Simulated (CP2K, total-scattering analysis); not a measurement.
# From S(Q) to neighbour shells

The sample: formic acid (18 formic acid; O 40.0, C 20.0, H 40.0 atom %) at 310 K, fixed volume, ρ₀ = 0.0798 Å⁻³. The data come from ab initio molecular dynamics with CP2K (revPBE-D3(BJ), Gaussian and plane waves, DZVP-MOLOPT-SR basis, GTH potentials, 400 Ry, CSVR thermostat, no spin, fixed volume, H with the mass of D). The average runs over 0.66 ps of 90 atoms, so shells between rare elements are rough. Mean temperature 318 K, largest m.s.d. 1.40 Å², energy drift +2 meV an atom (last third less first, no steady trend); the first quarter of the run is discarded. Start: last frame of a classical run of this cell at the same density and temperature. So short a stretch relaxes bonds and nearest shells but still remembers its start. It is a liquid as far as so short a run tells.

The totals are in Faber–Ziman form. Below 4 Å⁻¹ the partials are summed on the cell's own reciprocal vectors (from 0.60 Å⁻¹) and folded with a Gaussian of σ = 0.13 Å⁻¹; above it they are transforms of g(r) out to 7.1 Å, tapered over the last 40 %. The fold lowers sharp peaks, and with so few vectors their positions are good to about 0.1 Å⁻¹. X-rays take neutral-atom form factors, neutrons coherent lengths (O 5.8037, C 6.6472, H 6.6681 fm). Hydrogen is taken as deuterium. G(r) = 4πrρ₀[g(r) − 1] carries the resolution of a Lorch-windowed transform up to 20 Å⁻¹. The patterns are simulated, not measured. The cell is small: beyond half the box only the part of each shell inside it is counted, and low-Q values rest on few vectors.

| Q (Å⁻¹) | X-ray | neutron |
| --- | --- | --- |
| 0.6 | -0.22 | 0.16 |
| 0.9 | 0.01 | 0.36 |
| 1.2 | 0.36 | 0.65 |
| 1.5 | 0.90 | 1.08 |
| 1.8 | 2.13 | 1.94 |
| 2.1 | 1.58 | 1.45 |
| 2.4 | 1.14 | 1.05 |
| 2.7 | 0.79 | 0.88 |
| 3.0 | 0.70 | 0.77 |
| 3.3 | 0.65 | 0.77 |
| 3.6 | 0.68 | 0.82 |
| 3.9 | 0.79 | 0.86 |
| 4.2 | 0.89 | 0.86 |
| 4.5 | 0.84 | 0.82 |
| 4.8 | 0.78 | 0.79 |
| 5.1 | 0.88 | 0.83 |
| 5.4 | 1.09 | 0.92 |
| 5.7 | 1.26 | 0.99 |
| 6.0 | 1.32 | 1.05 |
| 6.3 | 1.29 | 1.11 |
| 6.6 | 1.20 | 1.16 |
| 6.9 | 1.09 | 1.19 |
| 7.2 | 0.99 | 1.17 |
| 7.5 | 0.92 | 1.13 |
| 7.8 | 0.88 | 1.06 |
| 8.1 | 0.86 | 0.99 |
| 8.4 | 0.85 | 0.94 |
| 8.7 | 0.87 | 0.93 |
| 9.0 | 0.89 | 0.92 |
| 9.3 | 0.93 | 0.94 |
| 9.6 | 0.99 | 0.96 |
| 9.9 | 1.03 | 0.98 |
| 10.2 | 1.04 | 0.98 |
| 10.5 | 1.04 | 0.98 |
| 10.8 | 1.07 | 0.99 |
| 11.1 | 1.11 | 1.00 |
| 11.4 | 1.13 | 1.01 |
| 11.7 | 1.12 | 1.00 |
| 12.0 | 1.07 | 1.00 |

G(r):

X-ray, r (Å) and value: 0.6 -0.45, 0.7 -0.51, 0.8 -0.59, 0.9 -0.89, 1.0 -0.83, 1.1 0.61, 1.2 2.88, 1.3 3.60, 1.4 1.73, 1.5 -0.69, 1.6 -1.74, 1.7 -1.66, 1.8 -1.47, 1.9 -1.54, 2.0 -1.53, 2.1 -1.02, 2.2 -0.23, 2.3 -0.04, 2.4 -0.78, 2.5 -1.52, 2.6 -1.51, 2.7 -1.18, 2.8 -1.07, 2.9 -1.05, 3.0 -0.80, 3.1 -0.29, 3.2 0.32, 3.3 0.83, 3.4 1.02, 3.5 0.92, 3.6 0.75, 3.7 0.65, 3.8 0.59, 3.9 0.52, 4.0 0.44, 4.1 0.39, 4.2 0.36, 4.3 0.34, 4.4 0.41, 4.5 0.54, 4.6 0.59, 4.7 0.48, 4.8 0.34, 4.9 0.22, 5.0 0.11, 5.1 -0.01, 5.2 -0.13, 5.3 -0.25, 5.4 -0.39, 5.5 -0.49, 5.6 -0.46, 5.7 -0.36, 5.8 -0.24, 5.9 -0.14, 6.0 -0.05

neutron, r (Å) and value: 0.6 -0.59, 0.7 -0.76, 0.8 -0.56, 0.9 0.34, 1.0 1.49, 1.1 2.09, 1.2 1.79, 1.3 0.95, 1.4 -0.06, 1.5 -0.89, 1.6 -1.27, 1.7 -1.20, 1.8 -0.73, 1.9 -0.11, 2.0 0.14, 2.1 -0.21, 2.2 -0.75, 2.3 -0.98, 2.4 -1.04, 2.5 -1.17, 2.6 -1.15, 2.7 -0.84, 2.8 -0.50, 2.9 -0.40, 3.0 -0.46, 3.1 -0.39, 3.2 -0.13, 3.3 0.16, 3.4 0.36, 3.5 0.46, 3.6 0.52, 3.7 0.55, 3.8 0.56, 3.9 0.53, 4.0 0.48, 4.1 0.40, 4.2 0.35, 4.3 0.32, 4.4 0.33, 4.5 0.35, 4.6 0.36, 4.7 0.32, 4.8 0.23, 4.9 0.14, 5.0 0.08, 5.1 0.03, 5.2 -0.02, 5.3 -0.09, 5.4 -0.19, 5.5 -0.28, 5.6 -0.28, 5.7 -0.19, 5.8 -0.07, 5.9 -0.02, 6.0 -0.05

Q: Assign the low-r maxima. Which coordination numbers can be read off, and what are they?

Each pair enters with the weight ci cj fi fj (2 − δij)/⟨f⟩², taking f = Z for X-rays at Q = 0: O–O 0.44 / 0.14; O–C 0.33 / 0.15; O–H 0.11 / 0.31; H–H 0.01 / 0.18; C–H 0.04 / 0.18; C–C 0.06 / 0.04 (X-ray / neutron).

| radiation | maximum (Å) | G (Å⁻²) | pairs that make it (share of the curvature of G, each pair at the same resolution) |
| --- | --- | --- | --- |
| X-ray | 1.27 | 3.69 | O–C 100 % |
| X-ray | 2.27 | 0.02 | O–O 100 % |
| X-ray | 3.41 | 1.03 | O–O 49 %, O–C 47 % |
| neutron | 1.11 | 2.10 | C–H 80 %, O–H 20 %, merged with O–C at 1.23 Å, share not resolved |
| neutron | 1.99 | 0.16 | O–H 65 %, C–H 35 % |
| neutron | 3.77 | 0.56 | C–H 58 %, O–C 34 % |

The first shell (O–H, 1.00 Å) shares its range with C–H (1.10 Å) and O–C (1.23 Å), so its area is a weighted sum. The maxima can be assigned, but 2 totals can't separate 6 partials, so the counts below come from the model itself.

From the coordinates:

| pair | first peak (Å) | g there | first minimum (Å) | g there | neighbours | kind |
| --- | --- | --- | --- | --- | --- | --- |
| O–H | 1.00 | 13.1 | 1.28 | 0.01 | 0.5 H per O, 0.5 O per H | within molecules |
| C–H | 1.10 | 21.1 | 1.40 | 0.00 | 1.0 H per C, 0.5 C per H | within molecules |
| O–C | 1.23 | 21.1 | 1.58 | 0.01 | 1.0 C per O, 2.0 O per C | within molecules |
| O–O | 2.27 | 3.7 | 2.50 | 0.34 | 1.0 | within molecules |
| H–H | 2.85 | 2.8 | 4.58 | 0.94 | no clear end of the shell | 52 % within molecules at the peak |
| C–C | 3.91 | 2.4 | 5.44 | 0.80 | 10.2 | between molecules |

Distances within molecules give the sharpest pair functions, and with hydrogen they rule the neutron S(Q) at high Q: O–H 1.00 Å, C–H 1.10 Å, O–C 1.23 Å and O–O 2.27 Å (first peaks only). On the last frame 94 % of the H on O, N or F point at an acceptor of another molecule or at an anion within hydrogen-bond range (2.35 Å to O, N, F; 2.85 Å to Cl, Br, I).
